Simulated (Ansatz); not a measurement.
# Lu2SeSF2: complex band structure, part 2 of 2

Aim: relax a made-up compound, Lu2SeSF2, and see how good a tunnel barrier it would be. It is built by putting Se for part of the S in the LuSF structure of space group R-3m, with the volume rescaled by atomic radii. The parent structure comes from the Materials Project.

Ansatz 0.2.0; LDA DFT, plane waves, PAW files (the session's first sound run).

So far, gap on the k-mesh (eV): step 3 (band edges) 1.52; step 4 (complex bands, plane (101)) 1.52.

The structure was built from a prototype and need not be the compound's stable phase.

**5. Decaying states in the gap, plane (001)**

The same for the (001) plane, at (0, 0), (-0.5, 0) and (0.5, 0) (two of them one point), to see how the decay depends on direction.

Contents of input.yaml:

```yaml
crystal:
  lattice:
    - [3.859790713, 0.0, 0.0]
    - [1.929895356, 3.342676811, 0.0]
    - [1.929895356, -1.114225604, 8.391554343]
  atoms:
    - { symbol: Lu, position: [0.008286419, 0.9958567905, 0.9875703715] }
    - { symbol: Lu, position: [0.996559791, 0.5017201045, 0.5051603135] }
    - { symbol: Se, position: [0.2163135286, 0.3918432357, 0.1755297071] }
    - { symbol: S, position: [0.7858611146, 0.6070694427, 0.8212083281] }
    - { symbol: F, position: [0.6344687712, 0.1827656144, 0.5482968432] }
    - { symbol: F, position: [0.3585103756, 0.8207448122, 0.4622344366] }
kpoints:
  mp_grid: { grid: [8, 8, 8] }
scf:
  occupations: { method: fixed }
hamiltonian:
  xc: lda
output:
  eigenvalues: true
  transmission:
    leads: [[0, 0]]
    kpoints: [[0.0, 0.0], [-0.5, 0.0], [0.5, 0.0]]
    e_range: [-1.0, 2.52]
    de: 0.07
```

Launch:

```bash
$ ansatz run input.yaml --threads 2 --pin off --max-ram 4096MiB --backend cpu --events-out ev --progress --plain --runs-dir out
```

The job ended after 34 s (2 threads of Intel Xeon Platinum 8488C (Sapphire Rapids), shared host; peak memory 0.6 GiB).

Numbers from this step:

| Item | Value |
| --- | --- |
| decay constant at the filling level, zone centre | 0.2006 Å⁻¹ |
| decay constant at the filling level, slowest listed point | 0.2006 Å⁻¹ |

K parallel (0, 0); values up to 1.5 1/Å, a degenerate pair printed once or twice; energies at which all values exceed this have no row. The Im kz of the slowest decaying states by energy, zero at the highest filled level on the SCF mesh:

```
energy (eV)  decay 1 (Å⁻¹)  decay 2 (Å⁻¹)  decay 3 (Å⁻¹)  decay 4 (Å⁻¹)
      -1.00          0.359          0.841           1.15           1.26
      -0.86         0.0615          0.343          0.831           1.14
      -0.65          0.111          0.306          0.814           1.14
      -0.44          0.140          0.247          0.797           1.13
      -0.30          0.155          0.180          0.785           1.12
      -0.16          0.166          0.772           1.12           1.18
      -0.02          0.175          0.759           1.11           1.17
       0.05          0.117          0.179          0.752           1.11
       0.26          0.189          0.229          0.732           1.10
       0.40          0.194          0.264          0.717           1.10
       0.54          0.197          0.287          0.703           1.09
       0.75          0.201          0.310          0.679           1.08
       0.96          0.201          0.323          0.654           1.07
       1.10          0.201          0.328          0.637           1.05
       1.24          0.199          0.331          0.619           1.03
       1.45          0.194          0.330          0.590           1.01
       1.66          0.187          0.326          0.560          0.983
       1.80          0.180          0.321          0.538          0.964
       1.94          0.171          0.314          0.515          0.944
       2.15          0.154          0.299          0.478          0.912
       2.36          0.128          0.279          0.437          0.876
       2.50          0.101          0.260          0.408          0.849
```

K parallel (-0.5, 0); values up to 1.5 1/Å, a degenerate pair printed once or twice; energies at which all values exceed this have no row. Table of Im kz of the slowest decaying states by energy, zero at the highest filled level on the SCF mesh:

```
energy (eV)  decay 1 (Å⁻¹)  decay 2 (Å⁻¹)  decay 3 (Å⁻¹)  decay 4 (Å⁻¹)
      -1.00          0.283          0.657           1.10              -
      -0.86          0.184          0.303          0.665           1.07
      -0.65          0.313          0.322          0.680           1.03
      -0.44          0.331          0.372          0.700          0.977
      -0.30          0.333          0.399          0.715          0.935
      -0.16          0.332          0.419          0.731          0.892
      -0.02          0.329          0.435          0.662          0.826
       0.05          0.327          0.441          0.638          0.836
       0.26          0.317          0.457          0.596          0.794
       0.40          0.308          0.464          0.577          0.772
       0.54          0.297          0.469          0.560          0.753
       0.75          0.275          0.474          0.539          0.727
       0.96          0.246          0.476          0.520          0.703
       1.10          0.221          0.475          0.508          0.687
       1.24          0.188          0.473          0.496          0.672
       1.45          0.103          0.468          0.478          0.649
       1.66          0.460          0.461          0.625          0.991
       1.80          0.447          0.454          0.609          0.988
       1.94         0.0536          0.433          0.446          0.592
       2.15          0.161          0.412          0.432          0.566
       2.36          0.207          0.388          0.415          0.538
       2.50          0.228          0.371          0.401          0.518
```

K parallel (0.5, 0); values up to 1.5 1/Å, a degenerate pair printed once or twice; energies at which all values exceed this have no row. The Im kz of the slowest decaying states by energy, zero at the highest filled level on the SCF mesh:

```
energy (eV)  decay 1 (Å⁻¹)  decay 2 (Å⁻¹)  decay 3 (Å⁻¹)  decay 4 (Å⁻¹)
    -1.0000          0.283          0.657           1.10              -
    -0.7200          0.283          0.317          0.675           1.05
    -0.5100          0.329          0.356          0.693          0.996
    -0.2300          0.333          0.409          0.723          0.913
    -0.0200          0.329          0.435          0.662          0.826
     0.2600          0.317          0.457          0.596          0.794
     0.4700          0.303          0.467          0.568          0.762
     0.7500          0.275          0.474          0.539          0.727
     1.0300          0.235          0.476          0.514          0.695
     1.2400          0.188          0.473          0.496          0.672
     1.5200         0.0255          0.466          0.472          0.641
     1.7300          0.453          0.458          0.617          0.990
     2.0100          0.107          0.426          0.442          0.583
     2.2200          0.179          0.404          0.427          0.557
     2.5000          0.228          0.371          0.401          0.518
```

At the listed wavevectors the last open channel is at -0.02 eV and the next at +1.59 eV on the grid. At +0.75 eV, the grid energy nearest the filling level (the middle of the gap on the SCF mesh), the slowest state at the listed wavevectors decays with κ = 0.201 Å⁻¹, its amplitude falling by e over 5.0 Å; the first such run, plane (101), gave 0.175 Å⁻¹.

**6. Band edges at another level, cutoff 1500 eV**

This step: LDA DFT, plane waves, JTH PAW files (Ansatz 0.2.0).

The edges again with JTH files, at the same atoms. Against that run the cutoff is 1500 eV against 420.

Contents of input.yaml:

```yaml
crystal:
  lattice:
    - [1.9298953564, 1.1142256035, 8.3915543432]
    - [-1.9298953564, 1.1142256035, 8.3915543432]
    - [0.0, -2.228451207, 8.3915543432]
  atoms:
    - { symbol: Lu, position: [0.0041432095, 0.0041432095, 0.0041432095] }
    - { symbol: Lu, position: [0.4982798955, 0.4982798955, 0.4982798955] }
    - { symbol: Se, position: [0.6081567643, 0.6081567643, 0.6081567643] }
    - { symbol: S, position: [0.3929305573, 0.3929305573, 0.3929305573] }
    - { symbol: F, position: [0.8172343856, 0.8172343856, 0.8172343856] }
    - { symbol: F, position: [0.1792551878, 0.1792551878, 0.1792551878] }
kpoints:
  mp_grid: { grid: [8, 8, 8] }
  band_path: { path: [VBM, CBM], npoints: 30 }
scf:
  occupations: { method: fixed }
hamiltonian:
  xc: lda
  pseudopotentials: { kind: paw, source: jth }
output:
  eigenvalues: true
```

It took 3.5 min on 2 threads; peak memory 1.8 GiB; 6.9 min of CPU time.

This step gave:

- free energy: -33873.1252 eV
- Fermi energy: 11.57 eV
- gap on the k-mesh: 1.452 eV
- gap on path: 1.452 eV, by band count; negative where bands overlap
- direct gap on path: 2.440 eV

The electronic bands at the labelled points (eV, zero at the Fermi level (highest filled level under fixed occupations); v1 is the highest filled band, c1 the lowest empty one):

```
  point     v4     v3     v2     v1    c1    c2    c3    c4
    VBM  -2.30  -0.94   0.00   0.00  2.62  2.94  2.94  3.65
halfway  -2.16  -2.16  -1.06  -0.70  2.03  3.53  3.63  4.16
    CBM  -2.87  -2.19  -1.60  -0.99  1.45  3.62  3.70  4.91
```

The searched edges give 1.45 eV, as on the mesh.

Between step 3 and this run (LDA JTH and cutoff 1500 eV) the value for the gap on the k-mesh moves from 1.52 eV to 1.45 eV.

**7. Complex bands at another level**

This step: LDA DFT, plane waves, JTH PAW files; complex bands by layer matching along the plane's normal (Ansatz 0.2.0).

The complex bands at that level, over its own gap, at (0, 0) and (-0.5, 0).

Contents of input.yaml:

```yaml
crystal:
  lattice:
    - [8.682406295, 0.0, 0.0]
    - [0.857940981, 3.763232868, 0.0]
    - [0.857940981, 1.783819838, 3.313594484]
  atoms:
    - { symbol: Lu, position: [0.0124296285, 0.9958567905, 0.9958567905] }
    - { symbol: Lu, position: [0.4948396865, 0.5017201045, 0.5017201045] }
    - { symbol: Se, position: [0.8244702929, 0.3918432357, 0.3918432357] }
    - { symbol: S, position: [0.1787916719, 0.6070694427, 0.6070694427] }
    - { symbol: F, position: [0.4517031568, 0.1827656144, 0.1827656144] }
    - { symbol: F, position: [0.5377655634, 0.8207448122, 0.8207448122] }
kpoints:
  mp_grid: { grid: [8, 8, 8] }
scf:
  occupations: { method: fixed }
hamiltonian:
  xc: lda
  pseudopotentials: { kind: paw, source: jth }
output:
  eigenvalues: true
  transmission:
    leads: [[0, 0]]
    kpoints: [[0.0, 0.0], [-0.5, 0.0]]
    e_range: [-1.0, 2.45]
    de: 0.09
```

Elapsed: 0.51 s, on 2 threads; peak memory 0.31 GiB.

The program refused the input before any cycle.

The program's message: “Error: memory limit exceeded: the `transmission` phase of `transmission` needs 6.19 GiB against the run's memory maximum of 4.00 GiB; largest carriers: transmission 5.74 GiB, unmodelled-tail allowance …”

**8. A repeat with changed settings**

This step: LDA DFT, plane waves, PAW files; complex bands by layer matching along the plane's normal; changed: output.transmission.kpoints = [[0, 0]], output.transmission.kmesh = [4, 4], scf.max_iter = 80 (Ansatz 0.2.0).

This run repeats an earlier one, its twin (the complex run, plane (101)), with three settings changed (output.transmission.kpoints, scf.max_iter, output.transmission.kmesh; files written aside). The setting was drawn as a possible misstep, on purpose. Where the input is shown as a difference, that is against the step before, not the twin.

input.yaml: that of step 7 with these lines changed.

```diff
@@ -16,5 +16,5 @@
   occupations: { method: fixed }
+  max_iter: 80
 hamiltonian:
   xc: lda
-  pseudopotentials: { kind: paw, source: jth }
 output:
@@ -23,4 +23,5 @@
     leads: [[0, 0]]
-    kpoints: [[0.0, 0.0], [-0.5, 0.0]]
-    e_range: [-1.0, 2.45]
+    kpoints: [[0, 0]]
+    e_range: [-1.0, 2.52]
     de: 0.09
+    kmesh: [4, 4]
```

Wall time 0.14 s (2 threads); peak memory 0.11 GiB.

The program refused the input before any cycle.

The program's message: “Error: inconsistent input (output.transmission.kmesh, output.transmission.kpoints): both name the wavevectors across the current: give one”

The change that led to it: output.transmission.kpoints = [[0, 0]] and output.transmission.kmesh = [4, 4].

**9. Results**

```yaml
band_gap: 1.52 eV
least_decay_constant_at_mid_gap_normal_to_101: 0.175 Å⁻¹
least_decay_constant_at_mid_gap_normal_to_001: 0.201 Å⁻¹
```

What this shows: With LDA, the slowest decay at the wavevectors tried is κ = 0.175 Å⁻¹, normal to (101). Through such a film the transmission near mid-gap falls as exp(−2κd), a factor of ten every 6.6 Å. The directions tried decay at nearly the same rate. A free electron under a barrier of half the gap would need a mass of 0.15 mₑ to decay at this rate. The compound is made up by substitution; its stability against other phases and against distortions of the cell's symmetry was not tested. A semilocal functional narrows gaps, so real decay constants are likely larger.

[Logs are printed without paths, hosts, clocks, repeated set-up lines and the standing remarks that a program may print on its own settings, such as how far it seeks lower states.]

[Hosts, paths, dates, database ids (printed as entryN), source tags and the programs' standing remarks are cut or masked in the printed files.]
